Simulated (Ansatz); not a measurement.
# Potential energy on cooling a melt of Ta2O5 (98 atoms)

Calculated with Ansatz 0.2.0: Kohn-Sham DFT, r2SCAN, PAW (set soft_2), plane waves; cutoff 500 eV, Γ point, fermi-dirac smearing of 0.22 eV. A melt made by DFT dynamics from a random start is cooled at fixed volume, with the thermostat ramped from 2550 to 300 K at 1339 K/ps; the atoms lag behind it. The run is cut into twelve blocks of equal length; the table gives means over the six coldest, with energies counted from the coldest.

| mean temperature (K) | potential energy (meV/atom) |
| --- | --- |
| 567 | 0 |
| 792 | 30.58 |
| 973 | 68.42 |
| 1177 | 94.21 |
| 1349 | ? |
| 1410 | 137.1 |

**Question.** Fit a straight line to the rows given and interpolate to the withheld row.

Worked fit:

For a solid that vibrates harmonically, the potential energy per atom rises as (3/2) k_B T, a line in u = T with slope 0.1293 meV/K.

| u = T (K) | v (meV/atom) |
| --- | --- |
| 567.099 | 0 |
| 791.985 | 30.5772 |
| 973.330 | 68.4193 |
| 1176.92 | 94.2091 |
| 1409.76 | 137.099 |

With n = 5: mean u = 983.818, mean v = 66.0609, Σ(u − ū)² = 429276.18, Σ(u − ū)(v − v̄) = 70004.31. Slope b = 70004.31 / 429276.18 = 0.16308; intercept a = v̄ − b ū = -94.375.

At T = 1349 K, v = a + b u.

Prediction at 1349: 125.6 meV/atom. The run gave 131.7 meV/atom, so the fit is low by 6.1 meV/atom (4.6 % of the value).

The slope, 0.163 meV/K, is 1.3 times the harmonic value, so anharmonic motion and continued settling of the structure add to it. Over the five hottest of the twelve blocks the slope is 0.178 meV/K. Among the rows given, the largest miss of the fit is at 792, by 4.2 meV/atom (3.1 % of the range of the table).

Limits: At this rate the structure lags behind the temperature, and block means over so few atoms scatter. Classical nuclei: no zero-point motion.

[Hosts, paths, dates, database ids (printed as entryN), source tags and the programs' standing remarks are cut or masked in the printed files.]
